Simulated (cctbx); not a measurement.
**What is wrong with this refinement?**

Cell a = 3.4090 Å, b = 3.5610 Å, c = 9.5370 Å, α = 90.00°, β = 90.00°, γ = 90.00°; space group Amm2 (no. 38).

Simulated single-crystal data (cctbx): Cu Kα, λ = 1.54184 Å, to d = 0.8 Å, 50 % of the full sphere, strongest reflection 5000 counts, noise from counting, a 1.5 % proportional error and a noise floor of 2 counts (s.d.); no absorption.

An anisotropic refinement with weights 1/σ² prints:

```text
Rint 0.017, 141 unique reflections to 0.80 A
cycle     R1     wR2    GooF  max shift (A)
   1  0.0435  0.1062   4.683   0.00399
   5  0.0102  0.0227   1.000   0.00034
final R1 0.0102 wR2 0.0227 GooF 1.000  parameters 16  data/parameter 8.8
atom        x        y        z      Ueq    occ   su(xyz)  su(Uiso or U11)
Bi1    0.50000  0.50000  0.35872   0.0101  1.000  0.00002  0.0002
Cr1    0.00000  0.00000  0.14566   0.0180  1.000  0.00023  0.0010
N1     0.00000  0.00000  0.43806   0.0139  1.000  0.00113  0.0044
N2     0.50000  0.50000  0.05792   0.0187  1.000  0.00122  0.0051
difference map: max 0.57 min -0.51 rms 0.15
Q1    0.0000  0.0000  0.5950    2    0.59  1.50 A from N1
Q2    0.1778  0.0000  0.1629    4    0.55  0.63 A from Cr1
Q3    0.2024  0.0000  0.5364    4    0.49  1.04 A from N2
Q4    0.2894  0.1668  0.8515    8    0.41  0.93 A from Bi1
Q5    0.1508  0.0000  0.9490    4    0.39  1.47 A from Bi1
Q6    0.0000  0.0943  0.1247    4    0.37  0.39 A from Cr1
```

Q: Accept it or mend it, and why?

Mend it. The fault: wrong element: Cr1 is Mn. Against the right model at the same level, R1 goes from 0.0088 to 0.0102 and GooF from 0.86 to 1.00. Cr1 has 1 electron too few and its U shrinks to make up, as expected (near an absorption edge f′ can widen the mismatch well beyond the difference in Z). The signs are weak, and the output alone doesn't single this fault out.

The compound is MnBiN2. The right model at the same level gives:

```text
Rint 0.017, 141 unique reflections to 0.80 A
cycle     R1     wR2    GooF  max shift (A)
   1  0.0429  0.1054   4.647   0.00456
   5  0.0088  0.0196   0.862   0.00042
final R1 0.0088 wR2 0.0196 GooF 0.862  parameters 16  data/parameter 8.8
atom        x        y        z      Ueq    occ   su(xyz)  su(Uiso or U11)
Bi1    0.50000  0.50000  0.35872   0.0101  1.000  0.00002  0.0002
Mn1    0.00000  0.00000  0.14564   0.0198  1.000  0.00020  0.0009
N1     0.00000  0.00000  0.43805   0.0134  1.000  0.00096  0.0038
N2     0.50000  0.50000  0.05806   0.0189  1.000  0.00108  0.0043
Flack x: -0.07(4)
Hooft y: -0.068(54)  Bijvoet pairs: 57
difference map: max 0.45 min -0.42 rms 0.13
Q1    0.2110  0.0000  0.5278    4    0.47  1.03 A from N2
Q2    0.2001  0.0000  0.1710    4    0.44  0.72 A from Mn1
Q3    0.1482  0.0000  0.9492    4    0.43  1.48 A from Bi1
Q4    0.1534  0.0000  0.7645    4    0.41  1.48 A from Bi1
Q5    0.5000  0.2024  0.8625    4    0.40  0.72 A from Bi1
Q6    0.5000  0.1682  0.0546    4    0.39  1.18 A from N2
```

This is a model crystal, built by substitution and not relaxed, with assumed displacement parameters.

[Middle refinement cycles are left out of these outputs.]

[Logs are printed without paths, hosts, clocks, repeated set-up lines and the standing remarks that a program may print on its own settings, such as how far it seeks lower states.]
